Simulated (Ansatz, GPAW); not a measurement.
# Cutoff, mesh and smearing for a 8-layer slab of Ir(100), part 2 of 3

Wanted: a convergence study on the slab a 8-layer slab of Ir(100).

GPAW 26.7.0 and Ansatz 0.2.0; Ansatz plane waves; slab in vacuum with a dipole correction, relaxation (the session's first sound run).

So far, upper work function (eV): step 2 (relaxation) 5.55.

## (3) Plane waves, PBE

The work function is the vacuum plateau of the electrostatic potential less the Fermi level; a dipole layer lets the two faces have plateaus of their own.

This step: GPAW, PAW setups; slab in vacuum (GPAW 26.7.0).

Contents of run.py:

```python
import json
import numpy as np
from ase import Atoms
from gpaw import GPAW, PW

slab = Atoms(
    ['Ir', 'Ir', 'Ir', 'Ir', 'Ir', 'Ir', 'Ir', 'Ir'],
    positions=[
        [1.35765, 1.35765, 8.00000],
        [0.00000, 0.00000, 9.92000],
        [1.35765, 1.35765, 11.84000],
        [0.00000, 0.00000, 13.76000],
        [1.35765, 1.35765, 15.70989],
        [0.00000, 0.00000, 17.65694],
        [1.35765, 1.35765, 19.62349],
        [0.00000, 0.00000, 21.46956]],
    cell=[[2.71529, 0.0, 0.0], [0.0, 2.71529, 0.0], [0.0, 0.0, 29.44]],
    pbc=[True, True, False])

slab.calc = GPAW(mode=PW(400), xc='PBE', kpts={'size': (12, 12, 1), 'gamma': True},
                 occupations={'name': 'fermi-dirac', 'width': 0.1}, nbands='140%',
                 convergence={'density': 1e-05}, maxiter=200,
                 poissonsolver={'dipolelayer': 'xy'},
                 symmetry={'tolerance': 1e-3}, txt='slab.txt')
result = {}
energy = slab.get_potential_energy()
fermi = slab.calc.get_fermi_level()
v = slab.calc.get_electrostatic_potential().mean((0, 1)) - fermi
n = slab.calc.get_pseudo_density().mean((0, 1))
L = slab.cell[2, 2]
z = np.arange(len(v)) * L / len(v)
low, high = slab.positions[:, 2].min(), slab.positions[:, 2].max()
below, above = np.interp([low - 5.8, high + 5.8], z, v)
slopes = [np.interp(x, z, np.gradient(v, z)) for x in (low - 5.8, high + 5.8)]
eps = np.array([[slab.calc.get_eigenvalues(k, s) for k in range(len(slab.calc.get_ibz_k_points()))]
                for s in range(slab.calc.get_number_of_spins())]) - fermi
top, bottom = eps[eps < 0].max(), eps[eps > 0].min()
dipole = slab.get_dipole_moment()[2]
print(f'energy {energy:.4f} eV, Fermi level {fermi:.4f} eV, dipole {dipole:.5f} e A')
print(f'potential 5.8 A off the faces, from the Fermi level: lower {below:.4f} eV, upper {above:.4f} eV')
print(f'slope of the potential there: lower {slopes[0]:.5f}, upper {slopes[1]:.5f} eV/A')
print(f'nearest levels on the mesh: {top:.4f} and {bottom:.4f} eV')
print('magnetic moment', round(slab.get_magnetic_moment(), 3))
result.update(energy=energy, fermi=fermi, dipole=dipole, below=below, above=above, slopes=slopes, edges=[top, bottom],
              z=z.tolist(), v=v.tolist(), n=n.tolist(), positions=slab.positions.tolist(),
              forces=slab.get_forces(apply_constraint=False).tolist(), moments=slab.get_magnetic_moments().tolist())
json.dump(result, open('result.json', 'w'))
```

Started as:

```
$ OMP_NUM_THREADS=1 OPENBLAS_NUM_THREADS=1 python run.py
```

What it wrote:

```text
energy -72.1215 eV, Fermi level 5.0885 eV, dipole -0.00001 e A
potential 5.8 A off the faces, from the Fermi level: lower 5.5380 eV, upper 5.5400 eV
slope of the potential there: lower -0.00012, upper 0.00014 eV/A
nearest levels on the mesh: -0.0030 and 0.0213 eV
magnetic moment 0.0
```

It took 6.9 min on 1 thread of Intel Xeon at 2.70GHz, shared host; peak memory 0.36 GiB.

This step gave:

* dipole along the normal: -1.13e-5 e·Å
* levels nearest the Fermi level on the mesh: -0.003006, 0.02133 eV from the Fermi level
* upper work function: 5.540 eV
* lower work function: 5.538 eV

The electrostatic potential energy of an electron (without an applied field's), less the Fermi level, planar mean oscillates, so the rows of the table below give means over windows of 1.89 Å about each position, cut where the curve ends. Its maxima inside the range that stand out by 2 % of the span (Å: eV): 8.9: -4.32, 10.8: -4.83, 12.8: -4.76, 14.7: -4.28, 16.7: -4.35, 18.6: -4.09, 20.5: -5.59. Its minima: 8.0: -26.0, 9.9: -26.6, 11.9: -26.6, 13.8: -26.7, 15.7: -26.5, 17.7: -26.6, 19.7: -26.7, 21.4: -26.1.

Electrostatic potential energy of an electron (without an applied field's), less the Fermi level, planar mean against z; means over each step:

```csv
z (Å),"electrostatic potential energy of an electron (without an applied field's), less the Fermi level, planar mean (eV)"
0.94,5.54
2.83,5.54
4.73,5.51
6.62,1.37
8.51,-14.3
10.40,-14.9
12.29,-14.9
14.18,-14.7
16.07,-14.7
17.96,-14.7
19.85,-15.3
21.74,-13.0
23.62,5.01
25.52,5.54
27.41,5.54
29.30,5.54
```

The pseudo valence density, planar mean oscillates, so the rows of the table below give means over windows of 1.89 Å about each position, cut where the curve ends. Its maxima inside the range that stand out by 2 % of the span (Å: e/Å³): 8.0: 1.99, 9.9: 1.99, 11.8: 1.97, 13.7: 1.93, 15.8: 1.97, 17.7: 2.00, 19.6: 1.96, 21.4: 1.99. Its minima: 9.0: 0.496, 10.9: 0.493, 12.8: 0.489, 14.7: 0.470, 16.6: 0.477, 18.7: 0.467, 20.6: 0.546.

Table of pseudo valence density, planar mean by z; means over each step:

| z (Å) | pseudo valence density, planar mean (e/Å³) |
| --- | --- |
| 2.83 | 6.2e-6 |
| 4.73 | 0.00103 |
| 6.62 | 0.184 |
| 8.51 | 1.06 |
| 10.40 | 1.06 |
| 12.29 | 1.06 |
| 14.18 | 1.05 |
| 16.07 | 1.06 |
| 17.96 | 1.05 |
| 19.85 | 1.08 |
| 21.74 | 0.980 |
| 23.62 | 0.0227 |
| 25.52 | 1.3e-4 |

Force by atom:

```csv
atom,x (eV/Å),y (eV/Å),z (eV/Å),size
Ir1,0.00,0.00,0.70,0.70
Ir2,0.00,0.00,-1.05,1.05
Ir3,0.00,0.00,-0.02,0.02
Ir4,0.00,0.00,0.42,0.42
Ir5,0.00,0.00,0.00,0.00
Ir6,0.00,0.00,0.00,0.00
Ir7,0.00,0.00,-0.01,0.01
Ir8,0.00,0.00,-0.03,0.03
```

The potential is flat to 1.4e-4 eV/Å where it is read, so the vacuum is wide enough. The geometry is the other program's minimum; here the largest force on a free atom is 0.032 eV/Å.

## (4) Cutoff 200

The cutoff limits how sharply the smooth valence waves can vary, which tells mostly near the atoms.

run.py: that of step 3 with these lines changed.

```diff
@@ -19,3 +19,3 @@
 
-slab.calc = GPAW(mode=PW(400), xc='PBE', kpts={'size': (12, 12, 1), 'gamma': True},
+slab.calc = GPAW(mode=PW(200), xc='PBE', kpts={'size': (12, 12, 1), 'gamma': True},
                  occupations={'name': 'fermi-dirac', 'width': 0.1}, nbands='140%',
```

What it wrote:

```text
energy -67.1937 eV, Fermi level 5.1429 eV, dipole -0.00043 e A
potential 5.8 A off the faces, from the Fermi level: lower 5.5736 eV, upper 5.5706 eV
slope of the potential there: lower -0.00053, upper -0.00074 eV/A
nearest levels on the mesh: -0.0015 and 0.0258 eV
magnetic moment 0.0
```

Elapsed: 3.5 min, on 1 thread; peak memory 0.21 GiB.

The run finished. A setting was moved off its sound value on purpose, so it serves as a test and not as the result.

The fault put into the input: a cutoff under that of the base run: the energy of the cell lies 4.9 eV from the base value (ecut = 200).

Side by side:

```
                quantity  this run  sound run  difference
upper work function (eV)    5.5706     5.5400      0.0306
lower work function (eV)    5.5736     5.5380      0.0356
```

One result that differs is the lower work function, 5.57 eV against 5.54 eV.

## (5) Cutoff 300

The cutoff limits how sharply the smooth valence waves can vary, which tells mostly near the atoms.

run.py: that of step 4 with these lines changed.

```diff
@@ -19,3 +19,3 @@
 
-slab.calc = GPAW(mode=PW(200), xc='PBE', kpts={'size': (12, 12, 1), 'gamma': True},
+slab.calc = GPAW(mode=PW(300), xc='PBE', kpts={'size': (12, 12, 1), 'gamma': True},
                  occupations={'name': 'fermi-dirac', 'width': 0.1}, nbands='140%',
```

What it wrote:

```text
energy -70.7352 eV, Fermi level 5.0977 eV, dipole -0.00013 e A
potential 5.8 A off the faces, from the Fermi level: lower 5.5481 eV, upper 5.5483 eV
slope of the potential there: lower -0.00055, upper 0.00007 eV/A
nearest levels on the mesh: -0.0174 and 0.0000 eV
magnetic moment 0.0
```

The job ended after 3.7 min (1 thread; peak memory 0.28 GiB).

The run finished. A setting was moved off its sound value on purpose, so it serves as a test and not as the result.

The fault put into the input: a cutoff under that of the base run: the energy of the cell lies 1.4 eV from the base value (ecut = 300).

Side by side:

```csv
quantity,this run,sound run,difference
upper work function (eV),5.5483,5.5400,0.00835
lower work function (eV),5.5481,5.5380,0.0101
```

## (6) Cutoff 700: ecut = 700

The cutoff limits how sharply the smooth valence waves can vary, which tells mostly near the atoms.

run.py: that of step 5 with these lines changed.

```diff
@@ -19,3 +19,3 @@
 
-slab.calc = GPAW(mode=PW(300), xc='PBE', kpts={'size': (12, 12, 1), 'gamma': True},
+slab.calc = GPAW(mode=PW(700), xc='PBE', kpts={'size': (12, 12, 1), 'gamma': True},
                  occupations={'name': 'fermi-dirac', 'width': 0.1}, nbands='140%',
```

What it wrote:

```text
energy -72.4764 eV, Fermi level 5.0874 eV, dipole 0.00000 e A
potential 5.8 A off the faces, from the Fermi level: lower 5.5394 eV, upper 5.5409 eV
slope of the potential there: lower -0.00008, upper 0.00009 eV/A
nearest levels on the mesh: -0.0032 and 0.0216 eV
magnetic moment 0.0
```

The job ended after 16 min (1 thread; peak memory 0.67 GiB).

Numbers from this step:

```yaml
dipole_along_the_normal: 4.68e-6 e·Å
levels_nearest_the_fermi_level_on_the_mesh: -0.003214, 0.02160 eV from the Fermi level
upper_work_function: 5.541 eV
lower_work_function: 5.539 eV
```

The electrostatic potential energy of an electron (without an applied field's), less the Fermi level, planar mean oscillates, so the rows of the table below give means over windows of 1.96 Å about each position, cut where the curve ends. Its maxima inside the range that stand out by 2 % of the span (Å: eV): 8.9: -4.37, 10.9: -4.72, 12.8: -4.79, 14.7: -4.28, 16.7: -4.30, 18.6: -4.06, 20.5: -5.50. Its minima: 8.0: -26.0, 9.9: -26.7, 11.9: -26.7, 13.7: -26.7, 15.7: -26.7, 17.7: -26.6, 19.6: -26.8, 21.4: -26.0.

Table of electrostatic potential energy of an electron (without an applied field's), less the Fermi level, planar mean by z; means over each step:

```
z (Å)  electrostatic potential energy of an electron (without an applied field's), less the Fermi level, planar mean (eV)
 0.98                                                                                                                5.54
 2.94                                                                                                                5.54
 4.90                                                                                                                5.50
 6.86                                                                                                               -2.01
 8.82                                                                                                               -14.7
10.78                                                                                                               -15.1
12.74                                                                                                               -15.1
14.70                                                                                                               -14.6
16.66                                                                                                               -14.7
18.62                                                                                                               -14.4
20.58                                                                                                               -15.9
22.54                                                                                                               -3.11
24.50                                                                                                                5.49
26.46                                                                                                                5.54
28.42                                                                                                                5.54
```

The pseudo valence density, planar mean oscillates, so the rows of the table below give means over windows of 1.96 Å about each position, cut where the curve ends. Its maxima inside the range that stand out by 2 % of the span (Å: e/Å³): 8.0: 1.99, 10.0: 1.97, 11.8: 1.97, 13.7: 2.00, 15.7: 2.00, 17.7: 2.00, 19.6: 2.00, 21.4: 1.97. Its minima: 9.0: 0.491, 11.0: 0.496, 12.8: 0.490, 14.7: 0.470, 16.7: 0.471, 18.6: 0.460, 20.6: 0.546.

Pseudo valence density, planar mean against z; means over each step:

z (Å), pseudo valence density, planar mean (e/Å³) and a bar:
```
     2.94       0.00 
     4.90       0.00 
     6.86       0.37 ##########
     8.82       1.07 ############################
    10.78       1.08 ############################
    12.74       1.08 ############################
    14.70       1.05 ###########################
    16.66       1.05 ############################
    18.62       1.03 ###########################
    20.58       1.15 ##############################
    22.54       0.43 ###########
    24.50       0.00 
    26.46       0.00
```

Force by atom:

| atom | x (eV/Å) | y (eV/Å) | z (eV/Å) | size |
| --- | --- | --- | --- | --- |
| Ir1 | 0.00 | 0.00 | 0.70 | 0.70 |
| Ir2 | 0.00 | 0.00 | -1.05 | 1.05 |
| Ir3 | 0.00 | 0.00 | -0.02 | 0.02 |
| Ir4 | 0.00 | 0.00 | 0.42 | 0.42 |
| Ir5 | 0.00 | 0.00 | 0.00 | 0.00 |
| Ir6 | 0.00 | 0.00 | 0.00 | 0.00 |
| Ir7 | 0.00 | 0.00 | -0.01 | 0.01 |
| Ir8 | 0.00 | 0.00 | -0.04 | 0.04 |

The upper face's work function is 5.541 eV, against 5.540 eV in the first plane-wave PBE run at this geometry.

## (7) K mesh 4×4

The mesh in the plane samples the bands: a metal's Fermi level needs it dense, and band edges must lie on it.

run.py: that of step 6 with these lines changed.

```diff
@@ -19,3 +19,3 @@
 
-slab.calc = GPAW(mode=PW(700), xc='PBE', kpts={'size': (12, 12, 1), 'gamma': True},
+slab.calc = GPAW(mode=PW(400), xc='PBE', kpts={'size': (4, 4, 1), 'gamma': True},
                  occupations={'name': 'fermi-dirac', 'width': 0.1}, nbands='140%',
```

What it wrote:

```text
energy -73.4860 eV, Fermi level 5.0942 eV, dipole 0.00011 e A
potential 5.8 A off the faces, from the Fermi level: lower 5.4573 eV, upper 5.4562 eV
slope of the potential there: lower -0.00014, upper 0.00014 eV/A
nearest levels on the mesh: -0.0093 and 0.0709 eV
magnetic moment 0.0
```

Wall time 2.1 min (1 thread); peak memory 0.23 GiB.

The run finished with changed settings (kpts = [4, 4]); it serves as a test.

The two runs compared:

| quantity | this run | sound run | difference |
| --- | --- | --- | --- |
| upper work function (eV) | 5.4562 | 5.5400 | -0.0838 |
| lower work function (eV) | 5.4573 | 5.5380 | -0.0807 |

The two runs differ clearly in the upper work function: 5.46 eV against 5.54 eV.

## (8) K mesh 7×7

The mesh in the plane samples the bands: a metal's Fermi level needs it dense, and band edges must lie on it.

run.py: that of step 7 with these lines changed.

```diff
@@ -19,3 +19,3 @@
 
-slab.calc = GPAW(mode=PW(400), xc='PBE', kpts={'size': (4, 4, 1), 'gamma': True},
+slab.calc = GPAW(mode=PW(400), xc='PBE', kpts={'size': (7, 7, 1), 'gamma': True},
                  occupations={'name': 'fermi-dirac', 'width': 0.1}, nbands='140%',
```

What it wrote:

```text
energy -72.3405 eV, Fermi level 5.0796 eV, dipole -0.00007 e A
potential 5.8 A off the faces, from the Fermi level: lower 5.5620 eV, upper 5.5651 eV
slope of the potential there: lower -0.00012, upper 0.00028 eV/A
nearest levels on the mesh: -0.0069 and 0.0004 eV
magnetic moment 0.0
```

It took 3.7 min on 1 thread; peak memory 0.26 GiB.

The run finished with changed settings (kpts = [7, 7]); it serves as a test.

The two runs compared:

| quantity | this run | sound run | difference |
| --- | --- | --- | --- |
| upper work function (eV) | 5.5651 | 5.5400 | 0.0252 |
| lower work function (eV) | 5.5620 | 5.5380 | 0.0239 |

## (9) K mesh 18×18: kpts = [18, 18]

The mesh in the plane samples the bands: a metal's Fermi level needs it dense, and band edges must lie on it.

run.py: that of step 8 with these lines changed.

```diff
@@ -19,3 +19,3 @@
 
-slab.calc = GPAW(mode=PW(400), xc='PBE', kpts={'size': (7, 7, 1), 'gamma': True},
+slab.calc = GPAW(mode=PW(400), xc='PBE', kpts={'size': (18, 18, 1), 'gamma': True},
                  occupations={'name': 'fermi-dirac', 'width': 0.1}, nbands='140%',
```

What it wrote:

```text
energy -72.1125 eV, Fermi level 5.0932 eV, dipole -0.00024 e A
potential 5.8 A off the faces, from the Fermi level: lower 5.5357 eV, upper 5.5432 eV
slope of the potential there: lower -0.00012, upper 0.00014 eV/A
nearest levels on the mesh: -0.0021 and 0.0025 eV
magnetic moment 0.0
```

It took 12 min on 1 thread; peak memory 0.53 GiB.

Numbers from this step:

```yaml
dipole_along_the_normal: -2.41e-4 e·Å
levels_nearest_the_fermi_level_on_the_mesh: -0.002072, 0.002533 eV from the Fermi level
upper_work_function: 5.543 eV
lower_work_function: 5.536 eV
```

The electrostatic potential energy of an electron (without an applied field's), less the Fermi level, planar mean oscillates, so the rows of the table below give means over windows of 1.89 Å about each position, cut where the curve ends. Its maxima inside the range that stand out by 2 % of the span (Å: eV): 8.9: -4.33, 10.8: -4.83, 12.8: -4.76, 14.7: -4.29, 16.7: -4.35, 18.6: -4.10, 20.5: -5.59. Its minima: 8.0: -26.0, 9.9: -26.6, 11.9: -26.6, 13.8: -26.7, 15.7: -26.5, 17.7: -26.6, 19.7: -26.7, 21.4: -26.1.

Electrostatic potential energy of an electron (without an applied field's), less the Fermi level, planar mean against z; means over each step:

```csv
z (Å),"electrostatic potential energy of an electron (without an applied field's), less the Fermi level, planar mean (eV)"
0.94,5.54
2.83,5.54
4.73,5.51
6.62,1.37
8.51,-14.3
10.40,-14.9
12.29,-15.0
14.18,-14.7
16.07,-14.8
17.96,-14.7
19.85,-15.3
21.74,-13.0
23.62,5.01
25.52,5.54
27.41,5.54
29.30,5.54
```

The upper face's work function is 5.543 eV, against 5.540 eV in the first plane-wave PBE run at this geometry.

## (10) Scheme Fermi-Dirac, smearing 0.3

Smearing changes the occupations near the Fermi level, and with them the level itself. Smearing helps the SCF of a metal converge, but it blurs occupations at band edges near the Fermi level.

run.py: that of step 9 with these lines changed.

```diff
@@ -19,4 +19,4 @@
 
-slab.calc = GPAW(mode=PW(400), xc='PBE', kpts={'size': (18, 18, 1), 'gamma': True},
-                 occupations={'name': 'fermi-dirac', 'width': 0.1}, nbands='140%',
+slab.calc = GPAW(mode=PW(400), xc='PBE', kpts={'size': (12, 12, 1), 'gamma': True},
+                 occupations={'name': 'fermi-dirac', 'width': 0.3}, nbands='140%',
                  convergence={'density': 1e-05}, maxiter=200,
```

What it wrote:

```text
energy -72.1066 eV, Fermi level 5.1111 eV, dipole 0.00007 e A
potential 5.8 A off the faces, from the Fermi level: lower 5.4885 eV, upper 5.4883 eV
slope of the potential there: lower -0.00004, upper 0.00014 eV/A
nearest levels on the mesh: -0.0171 and 0.0047 eV
magnetic moment 0.0
```

Elapsed: 9.1 min, on 1 thread; peak memory 0.36 GiB.

Numbers from this step:

| Quantity | Value |
| --- | --- |
| dipole along the normal | 7.07e-5 e·Å |
| levels nearest the Fermi level on the mesh | -0.01711, 0.004695 eV from the Fermi level |
| upper work function | 5.488 eV |
| lower work function | 5.489 eV |

The electrostatic potential energy of an electron (without an applied field's), less the Fermi level, planar mean oscillates, so the rows of the table below give means over windows of 1.89 Å about each position, cut where the curve ends. Its maxima inside the range that stand out by 2 % of the span (Å: eV): 8.9: -4.35, 10.8: -4.81, 12.8: -4.73, 14.7: -4.26, 16.7: -4.32, 18.6: -4.08, 20.5: -5.61. Its minima: 8.0: -26.0, 9.9: -26.6, 11.9: -26.6, 13.8: -26.7, 15.7: -26.5, 17.7: -26.6, 19.7: -26.7, 21.4: -26.1.

The electrostatic potential energy of an electron (without an applied field's), less the Fermi level, planar mean by z; means over each step:

```csv
z (Å),"electrostatic potential energy of an electron (without an applied field's), less the Fermi level, planar mean (eV)"
0.94,5.49
2.83,5.49
4.73,5.46
6.62,1.31
8.51,-14.3
10.40,-14.9
12.29,-14.9
14.18,-14.7
16.07,-14.7
17.96,-14.7
19.85,-15.3
21.74,-13.0
23.62,4.95
25.52,5.48
27.41,5.49
29.30,5.49
```

The upper face's work function is 5.488 eV, against 5.540 eV in the first plane-wave PBE run at this geometry.

## (11) All levels side by side

Times are for 1 thread of Intel Xeon at 2.70GHz, shared host. The series side by side:

```csv
no.,run,upper work function (eV),time,memory (GiB)
1,pw,5.540,6.9 min,0.36
2,cutoff 700,5.541,16 min,0.67
3,k mesh 18×18,5.543,12 min,0.53
4,"scheme Fermi-Dirac, smearing 0.3",5.488,9.1 min,0.36
```

(Continued in part 3 of 3.)

[Logs are printed without paths, hosts, clocks, repeated set-up lines and the standing remarks that a program may print on its own settings, such as how far it seeks lower states.]

[Hosts, paths, dates, database ids (printed as entryN), source tags and the programs' standing remarks are cut or masked in the printed files.]
